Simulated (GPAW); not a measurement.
# free-standing triangular W monolayer, spacing 2.904 A: cost and accuracy of the functional

How far do the magnetic results of free-standing triangular W monolayer, spacing 2.904 A hang on the functional?

Program: GPAW 26.7.0. Level of theory: several functionals; plane waves with GPAW's PAW setups, scalar-relativistic. Results are calculated unless marked as measured.

## Step 1: Starting point

The cell holds 1 atom: 1 W. Cell: a = 2.904 Å, b = 2.904 Å, c = 14.000 Å, α = 90.0°, β = 90.0°, γ = 120.0°. model lattice. Vacuum lies along c.

## Step 2: Set 1 (LDA), start ferro +

Each set takes another functional on the same cell and mesh.

Contents of order1.py:

```python
import json
import numpy as np
from ase import Atoms
from ase.parallel import paropen, parprint
from gpaw import GPAW

atoms = Atoms(['W'],
    cell=[[2.904, 0.0, 0.0],
         [-1.452, 2.514938, 0.0],
         [0.0, 0.0, 14.0]],
    scaled_positions=[[0.0, 0.0, 0.5]],
    pbc=True,
    magmoms=[1.0])
atoms.calc = GPAW(mode={'name': 'pw', 'ecut': 550},
    xc='LDA',
    kpts={'size': (10, 10, 1), 'gamma': True},
    occupations={'name': 'fermi-dirac', 'width': 0.1},
    convergence={'density': 1e-05, 'energy': 1e-05},
    maxiter=200,
    txt='order1.txt')
e = atoms.get_potential_energy(force_consistent=True)
res = {'free_energy': e, 'energy_sigma0': atoms.get_potential_energy(), 'fermi_energy': atoms.calc.get_fermi_level()}
res['moments'] = atoms.get_magnetic_moments().tolist()
res['total'] = atoms.get_magnetic_moment()
parprint('site moments (muB):', np.round(res['moments'], 3))
parprint(f"total moment: {res['total']:.3f} muB")
parprint(f'free energy: {e:.6f} eV')
atoms.calc.write('order1.gpw')
with paropen('results.json', 'w') as f:
    json.dump(res, f)
```

Started as:

```
$ OMP_NUM_THREADS=1 python3 order1.py > order1.log
```

Log:

```text
site moments (muB): [0.]
total moment: 0.000 muB
free energy: -8.819316 eV

--- order1.txt ---
Input parameters:
  mode=PW(ecut=550),
  convergence={'density': 1e-05, 'energy': 1e-05},
  kpts=MonkhorstPack(size=(10, 10, 1), gamma=True),
  maxiter=200,
  occupations=Occupations(name='fermi-dirac', width=0.1),
  xc=XC(name='LDA')

Diagonalizing LCAO Hamiltonian
Converting LCAO to pw mode

       W

Atoms  # Å, Bohr magnetons
|   | symbol |        x |        y |        z |    initial magnetic moments |
|---|--------|----------|----------|----------|-----------------------------|
| 0 |      W | 0.000000 | 0.000000 | 7.000000 | ( 0.0000,  0.0000,  1.0000) |

Unit cell  # Å
| periodic |         x |        y |         z |   lengths |     angles |
|----------|-----------|----------|-----------|-----------|------------|
|      yes |  2.904000 | 0.000000 |  0.000000 |  2.904000 |  90.000000 |
|      yes | -1.452000 | 2.514938 |  0.000000 |  2.904000 |  90.000000 |
|      yes |  0.000000 | 0.000000 | 14.000000 | 14.000000 | 119.999998 |

Number of symmetries: 8

BZ-sampling:
  Number of BZ points: 100
  Number of IBZ points: 31

  Monkhorst-Pack size: [10, 10, 1]
  Monkhorst-Pack shift: [0.05, 0.05, 0.0]

Plane wave coefficients: 3051
Cutoff: 550.0 eV

Spin-components: 2 (collinear spins)
Bands:           13
Projectors:      6
Spin-degeneracy: 1
Datatype:        complex128

Parallelization:
  kpt:    1
  domain: 1
  band:   1

Density:
  Valence electrons: 14.0
  Components: 2
  Grid points: [16 16 80]
  Charge: 0.0  # |e|

Potential:
  Grid points: [16 16 80]

[... setups left out ...]
Reference energy: -438516.106214  # eV

eigensolver:
  PPCG
  Converge bands: occupied
  niter=2

density mixing:
  MSR1-Mixer
  Pratt-step length: 0.05
  Maximum mixing coefficient: 0.75
  Old densities: 10
  SVD Regularization: 0.005
  Good broyden scale: 1.0
  Trust region scale: 1.0
  Backstep threshold: 4.0
  History deletion threshold: 6.0
  Fourier metric: weight=20.0, sigma=0.015

occupation numbers:
  Fermi-Dirac:
    width: 0.1000  # eV

poisson solver:
  ecut: 4400.0  # eV

xc functional:
  name: None

convergence criteria:
- Maximum integral of absolute [dens]ity change: 1e-05 electrons / valence electron
- Maximum [total energy] change in last 3 cyles: 1e-05 eV / valence electron
- Maximum integral of absolute [eigenst]ate change: 4e-08 eV^2 / valence electron
maximum number of iterations: 200

SCF iterations
|iter     |      energy | eigst |  dens |  magmom |
|---------|-------------|-------|-------|---------|
|iter:   1|       0s |   -9.219794 | -0.13 |       |  +1.0010|
|iter:   2|       3s |   -9.142078 | -1.46 | -0.88 |  +0.9678|
|iter:   3|       6s |   -8.766335 | -1.15 | -0.91 |  +0.5211|
|iter:   4|       8s |   -8.780951 | -2.69 | -1.51 |  +0.3621|
|iter:   5|      11s |   -8.793502 | -3.28 | -1.69 |  +0.0831|
|iter:   6|      14s |   -8.794606 | -4.11 | -2.35 |  +0.0327|
|iter:   7|      17s |   -8.794681 | -4.71 | -2.73 |  +0.0059|
|iter:   8|      19s |   -8.794714c| -5.31 | -3.15 |  +0.0021|
|iter:   9|      22s |   -8.794728c| -5.82 | -3.50 |  -0.0002|
|iter:  10|      24s |   -8.794726c| -6.46 | -4.11 |  +0.0001|
|iter:  11|      27s |   -8.794726c| -6.97 | -4.65 |  -0.0000|
|iter:  12|      28s |   -8.794726c| -7.38 | -5.57c|  +0.0000|
|iter:  13|      30s |   -8.794726c| -7.77c| -5.91c|  +0.0000|

Converged in 13 steps
Energy contributions relative to reference atoms: (reference = -438516.106214)

Energy contributions:
  Kinetic:         -21.311842
  Coulomb:          16.909969
  Zero:             -0.076235
  External:          0.000000
  Xc:               -4.292027
  Entropy:          -0.049180
  Spinorbit:         0.000000
  ----------------------------
  Free energy:      -8.819316
  Extrapolated:     -8.794726

dipole moment: (-5.428535, -9.402498, 0.000014)  # |e|*Ang

Total magnetic moment: (0.000000, 0.000000, 0.000001)

Local magnetic moments
|        x |        y |        z |
|----------|----------|----------|
| 0.000000 | 0.000000 | 0.000000 |  # W    0

Fermi level: -2.379
Eigenvalues  # (at kpt = [0.000, 0.000, 0.000])
| band index |      eig [eV] | occ [0-1] |      eig [eV] | occ [0-1] |
|------------|---------------|-----------|---------------|-----------|
|          0 |       -76.308 |     1.000 |       -76.308 |     1.000 |
|          1 |       -40.960 |     1.000 |       -40.960 |     1.000 |
|          2 |       -40.142 |     1.000 |       -40.142 |     1.000 |
|          3 |       -40.142 |     1.000 |       -40.142 |     1.000 |
|          4 |        -8.254 |     1.000 |        -8.254 |     1.000 |
|          5 |        -3.555 |     1.000 |        -3.555 |     1.000 |
|          6 |        -2.262 |     0.238 |        -2.262 |     0.238 |
|          7 |        -2.262 |     0.238 |        -2.262 |     0.238 |
|          8 |        -1.603 |     0.000 |        -1.603 |     0.000 |
|          9 |         0.284 |     0.000 |         0.284 |     0.000 |
|         10 |         0.284 |     0.000 |         0.284 |     0.000 |
|         11 |         2.689 |     0.000 |         2.689 |     0.000 |
|         12 |         3.584 |     0.000 |         3.584 |     0.000 |

No gap
No difference between direct/indirect transitions
```

Wall time 38 s (1 MPI rank of AMD EPYC 7R43, shared host); peak memory 0.22 GiB.

Read from the output:

- final state: non-magnetic

After 13 cycles the seed has died away: no moment is left.

## Step 3: Set 1 (LDA), start antiferro q=(0,1/2,0) +-

The second start gives the energy difference between the two end states, the quantity that is followed from set to set. Its q is in fractions of the reciprocal vectors of the first run's cell.

order2.py is the script of step 2 with these lines changed:

```diff
@@ -6,12 +6,13 @@
 
-atoms = Atoms(['W'],
+atoms = Atoms(['W', 'W'],
     cell=[[2.904, 0.0, 0.0],
-         [-1.452, 2.514938, 0.0],
+         [-2.904, 5.029876, 0.0],
          [0.0, 0.0, 14.0]],
-    scaled_positions=[[0.0, 0.0, 0.5]],
+    scaled_positions=[[0.0, 0.0, 0.5],
+         [0.0, 0.5, 0.5]],
     pbc=True,
-    magmoms=[1.0])
+    magmoms=[1.0, -1.0])
 atoms.calc = GPAW(mode={'name': 'pw', 'ecut': 550},
     xc='LDA',
-    kpts={'size': (10, 10, 1), 'gamma': True},
+    kpts={'size': (10, 5, 1), 'gamma': True},
     occupations={'name': 'fermi-dirac', 'width': 0.1},
@@ -19,3 +20,3 @@
     maxiter=200,
-    txt='order1.txt')
+    txt='order2.txt')
 e = atoms.get_potential_energy(force_consistent=True)
@@ -27,3 +28,3 @@
 parprint(f'free energy: {e:.6f} eV')
-atoms.calc.write('order1.gpw')
+atoms.calc.write('order2.gpw')
 with paropen('results.json', 'w') as f:
```

Started as:

```
$ OMP_NUM_THREADS=1 python3 order2.py > order2.log
```

Log:

```text
site moments (muB): [ 0. -0.]
total moment: -0.000 muB
free energy: -17.638631 eV

--- order2.txt ---
Input parameters:
  mode=PW(ecut=550),
  convergence={'density': 1e-05, 'energy': 1e-05},
  kpts=MonkhorstPack(size=(10, 5, 1), gamma=True),
  maxiter=200,
  occupations=Occupations(name='fermi-dirac', width=0.1),
  xc=XC(name='LDA')

Diagonalizing LCAO Hamiltonian
Converting LCAO to pw mode

         W
          W

Atoms  # Å, Bohr magnetons
|   | symbol |         x |        y |        z |    initial magnetic moments |
|---|--------|-----------|----------|----------|-----------------------------|
| 0 |      W |  0.000000 | 0.000000 | 7.000000 | ( 0.0000,  0.0000,  1.0000) |
| 1 |      W | -1.452000 | 2.514938 | 7.000000 | ( 0.0000,  0.0000, -1.0000) |

Number of symmetries: 4

BZ-sampling:
  Number of BZ points: 50
  Number of IBZ points: 26

  Monkhorst-Pack size: [10, 5, 1]
  Monkhorst-Pack shift: [0.05, 0.0, 0.0]

Plane wave coefficients: 6022
Cutoff: 550.0 eV

Spin-components: 2 (collinear spins)
Bands:           21
Projectors:      12
Spin-degeneracy: 1
Datatype:        complex128

Parallelization:
  kpt:    1
  domain: 1
  band:   1

Density:
  Valence electrons: 28.0
  Components: 2
  Grid points: [16 32 80]
  Charge: 0.0  # |e|

Potential:
  Grid points: [16 32 80]

[... setups left out ...]
Reference energy: -877032.212428  # eV

convergence criteria:
- Maximum integral of absolute [dens]ity change: 1e-05 electrons / valence electron
- Maximum [total energy] change in last 3 cyles: 1e-05 eV / valence electron
- Maximum integral of absolute [eigenst]ate change: 4e-08 eV^2 / valence electron
[...]
|iter:  14|     102s |  -17.589451c| -6.57 | -4.69 |  -0.0000|
|iter:  15|     109s |  -17.589451c| -6.97 | -5.18c|  -0.0000|
|iter:  16|     116s |  -17.589451c| -7.36 | -5.77c|  -0.0000|
|iter:  17|     120s |  -17.589451c| -7.62c| -6.30c|  -0.0000|

Converged in 17 steps
Energy contributions relative to reference atoms: (reference = -877032.212428)

Energy contributions:
  Kinetic:         -42.623839
  Coulomb:          33.820067
  Zero:             -0.152461
  External:          0.000000
  Xc:               -8.584038
  Entropy:          -0.098361
  Spinorbit:         0.000000
  ----------------------------
  Free energy:     -17.638631
  Extrapolated:    -17.589451

dipole moment: (-10.857072, -18.804993, 0.000028)  # |e|*Ang

Total magnetic moment: (0.000000, 0.000000, -0.000000)

Local magnetic moments
|        x |        y |         z |
|----------|----------|-----------|
| 0.000000 | 0.000000 |  0.000011 |  # W    0
| 0.000000 | 0.000000 | -0.000011 |  # W    1

Fermi level: -2.379
Eigenvalues  # (at kpt = [0.000, 0.000, 0.000])
| band index |      eig [eV] | occ [0-1] |      eig [eV] | occ [0-1] |
|------------|---------------|-----------|---------------|-----------|
|          0 |       -76.308 |     1.000 |       -76.308 |     1.000 |
|        ... |               |           |               |           |
|          4 |       -40.834 |     1.000 |       -40.834 |     1.000 |
|          5 |       -40.309 |     1.000 |       -40.309 |     1.000 |
|          6 |       -40.142 |     1.000 |       -40.142 |     1.000 |
|          7 |       -40.142 |     1.000 |       -40.142 |     1.000 |
[...]
|         17 |         0.077 |     0.000 |         0.077 |     0.000 |
|         18 |         0.284 |     0.000 |         0.284 |     0.000 |
|         19 |         0.284 |     0.000 |         0.284 |     0.000 |
|         20 |         2.468 |     0.000 |         2.468 |     0.000 |

No gap
No difference between direct/indirect transitions
```

It took 2.2 min on 1 MPI rank; peak memory 0.35 GiB.

This step gave:

```yaml
final_state: non-magnetic
```

This start lies +0.0 meV a seeded atom from the first; its moments have collapsed.

## Step 4: Set 2 (PBEsol), start ferro +

order1.py is the script of step 2 with these lines changed:

```diff
@@ -14,3 +14,3 @@
 atoms.calc = GPAW(mode={'name': 'pw', 'ecut': 550},
-    xc='LDA',
+    xc='PBEsol',
     kpts={'size': (10, 10, 1), 'gamma': True},
```

Started as:

```
$ OMP_NUM_THREADS=1 python3 order1.py > order1.log
```

Log:

```text
FileNotFoundError: Could not find required PAW dataset file "W.PBEsol".
You need to set the GPAW_SETUP_PATH environment variable to point to
the directories where PAW dataset and basis files are stored.  See

--- order1.txt ---
Input parameters:
  mode=PW(ecut=550),
  convergence={'density': 1e-05, 'energy': 1e-05},
  kpts=MonkhorstPack(size=(10, 10, 1), gamma=True),
  maxiter=200,
  occupations=Occupations(name='fermi-dirac', width=0.1),
  xc=XC(name='PBEsol')
```

Wall time 2.3 s (1 MPI rank); peak memory 0.1 GiB.

The program refused the input before any cycle.

The program's message: “FileNotFoundError: Could not find required PAW dataset file "W.PBEsol".”

## Step 5: Set 2 (PBEsol), start antiferro q=(0,1/2,0) +-

order2.py is the script of step 3 with these lines changed:

```diff
@@ -15,3 +15,3 @@
 atoms.calc = GPAW(mode={'name': 'pw', 'ecut': 550},
-    xc='LDA',
+    xc='PBEsol',
     kpts={'size': (10, 5, 1), 'gamma': True},
```

Started as:

```
$ OMP_NUM_THREADS=1 python3 order2.py > order2.log
```

Log:

```text
FileNotFoundError: Could not find required PAW dataset file "W.PBEsol".
You need to set the GPAW_SETUP_PATH environment variable to point to
the directories where PAW dataset and basis files are stored.  See

--- order2.txt ---
Input parameters:
  mode=PW(ecut=550),
  convergence={'density': 1e-05, 'energy': 1e-05},
  kpts=MonkhorstPack(size=(10, 5, 1), gamma=True),
  maxiter=200,
  occupations=Occupations(name='fermi-dirac', width=0.1),
  xc=XC(name='PBEsol')
```

Wall time 2 s (1 MPI rank); peak memory 0.1 GiB.

The input was rejected at the start.

The program's message: “FileNotFoundError: Could not find required PAW dataset file "W.PBEsol".”

## Step 6: Set 3 (PBE), start ferro +

order1.py is the script of step 4 with these lines changed:

```diff
@@ -14,3 +14,3 @@
 atoms.calc = GPAW(mode={'name': 'pw', 'ecut': 550},
-    xc='PBEsol',
+    xc='PBE',
     kpts={'size': (10, 10, 1), 'gamma': True},
```

Started as:

```
$ OMP_NUM_THREADS=1 python3 order1.py > order1.log
```

Log:

```text
site moments (muB): [0.]
total moment: 0.000 muB
free energy: -8.126979 eV

--- order1.txt ---
Input parameters:
  mode=PW(ecut=550),
  convergence={'density': 1e-05, 'energy': 1e-05},
  kpts=MonkhorstPack(size=(10, 10, 1), gamma=True),
  maxiter=200,
  occupations=Occupations(name='fermi-dirac', width=0.1),
  xc=XC(name='PBE')

Diagonalizing LCAO Hamiltonian
Converting LCAO to pw mode

       W

[...]
|          3 |       -39.901 |     1.000 |       -39.901 |     1.000 |
|          4 |        -7.989 |     1.000 |        -7.989 |     1.000 |
[...]
|          9 |         0.584 |     0.000 |         0.584 |     0.000 |
|         10 |         0.584 |     0.000 |         0.584 |     0.000 |
|         11 |         2.726 |     0.000 |         2.726 |     0.000 |
|         12 |         3.590 |     0.000 |         3.590 |     0.000 |

No gap
No difference between direct/indirect transitions


[key lines of the parts left out:]
Free energy:      -8.126979
Converged in 14 steps
dipole moment: (-5.415961, -9.380720, 0.000014)  # |e|*Ang
Fermi level: -2.083
```

Elapsed: 46 s, on 1 MPI rank; peak memory 0.23 GiB.

This step gave:

```
final state : non-magnetic
```

After 14 cycles the seed has died away: no moment is left.

## Step 7: Set 3 (PBE), start antiferro q=(0,1/2,0) +-

order2.py is the script of step 5 with these lines changed:

```diff
@@ -15,3 +15,3 @@
 atoms.calc = GPAW(mode={'name': 'pw', 'ecut': 550},
-    xc='PBEsol',
+    xc='PBE',
     kpts={'size': (10, 5, 1), 'gamma': True},
```

Started as:

```
$ OMP_NUM_THREADS=1 python3 order2.py > order2.log
```

Log:

```text
site moments (muB): [ 0.599 -0.599]
total moment: -0.000 muB
free energy: -16.300182 eV

--- order2.txt ---
Input parameters:
  mode=PW(ecut=550),
  convergence={'density': 1e-05, 'energy': 1e-05},
  kpts=MonkhorstPack(size=(10, 5, 1), gamma=True),
  maxiter=200,
  occupations=Occupations(name='fermi-dirac', width=0.1),
  xc=XC(name='PBE')

Diagonalizing LCAO Hamiltonian
Converting LCAO to pw mode

         W
[...]
|          6 |       -39.766 |     1.000 |       -39.766 |     1.000 |
|          7 |       -39.730 |     1.000 |       -39.730 |     1.000 |
[...]
|         17 |         0.302 |     0.000 |         0.302 |     0.000 |
|         18 |         0.729 |     0.000 |         0.729 |     0.000 |
|         19 |         0.784 |     0.000 |         0.784 |     0.000 |
|         20 |         2.853 |     0.000 |         2.853 |     0.000 |

No gap
No difference between direct/indirect transitions


[key lines of the parts left out:]
Free energy:     -16.300182
Converged in 17 steps
dipole moment: (-10.829757, -18.757681, 0.000028)  # |e|*Ang
Fermi level: -2.094
```

Elapsed: 2.9 min, on 1 MPI rank; peak memory 0.36 GiB.

Numbers from this step:

```yaml
magnetization: 0 μB
final_state: antiferromagnetic
largest_moment: 0.5987 μB
```

This start lies -23.1 meV a seeded atom from the first, a change of -23.1 meV since set 1; its largest moment is 0.599 μB.

## Step 8: Set 4 (RPBE), start ferro +

order1.py is the script of step 6 with these lines changed:

```diff
@@ -14,3 +14,3 @@
 atoms.calc = GPAW(mode={'name': 'pw', 'ecut': 550},
-    xc='PBE',
+    xc='RPBE',
     kpts={'size': (10, 10, 1), 'gamma': True},
```

Started as:

```
$ OMP_NUM_THREADS=1 python3 order1.py > order1.log
```

Log:

```text
site moments (muB): [0.]
total moment: 0.000 muB
free energy: -7.779441 eV

--- order1.txt ---
Input parameters:
  mode=PW(ecut=550),
  convergence={'density': 1e-05, 'energy': 1e-05},
  kpts=MonkhorstPack(size=(10, 10, 1), gamma=True),
  maxiter=200,
  occupations=Occupations(name='fermi-dirac', width=0.1),
  xc=XC(name='RPBE')

Diagonalizing LCAO Hamiltonian
Converting LCAO to pw mode

       W

[...]
|          3 |       -39.816 |     1.000 |       -39.816 |     1.000 |
|          4 |        -7.873 |     1.000 |        -7.873 |     1.000 |
[...]
|          9 |         0.696 |     0.000 |         0.696 |     0.000 |
|         10 |         0.696 |     0.000 |         0.696 |     0.000 |
|         11 |         2.659 |     0.000 |         2.659 |     0.000 |
|         12 |         3.487 |     0.000 |         3.487 |     0.000 |

No gap
No difference between direct/indirect transitions


[key lines of the parts left out:]
Free energy:      -7.779441
Converged in 14 steps
dipole moment: (-5.408393, -9.367613, 0.000014)  # |e|*Ang
Fermi level: -1.960
```

Elapsed: 43 s, on 1 MPI rank; peak memory 0.23 GiB.

This step gave:

```
final state : non-magnetic
```

After 14 cycles the seed has died away: no moment is left.

[end of part 1 of 2]

[Logs and program files are shortened in this print: banners, set-up blocks, solver, clock and traceback lines can be left out without a mark of their own.]

[Logs are printed without paths, hosts, clocks, repeated set-up lines and the standing remarks that a program may print on its own settings, such as how far it seeks lower states.]

[Hosts, paths, dates, database ids (printed as entryN), source tags and the programs' standing remarks are cut or masked in the printed files.]

[Where a cell is said to come from a database of computed structures, the database is the Materials Project.]
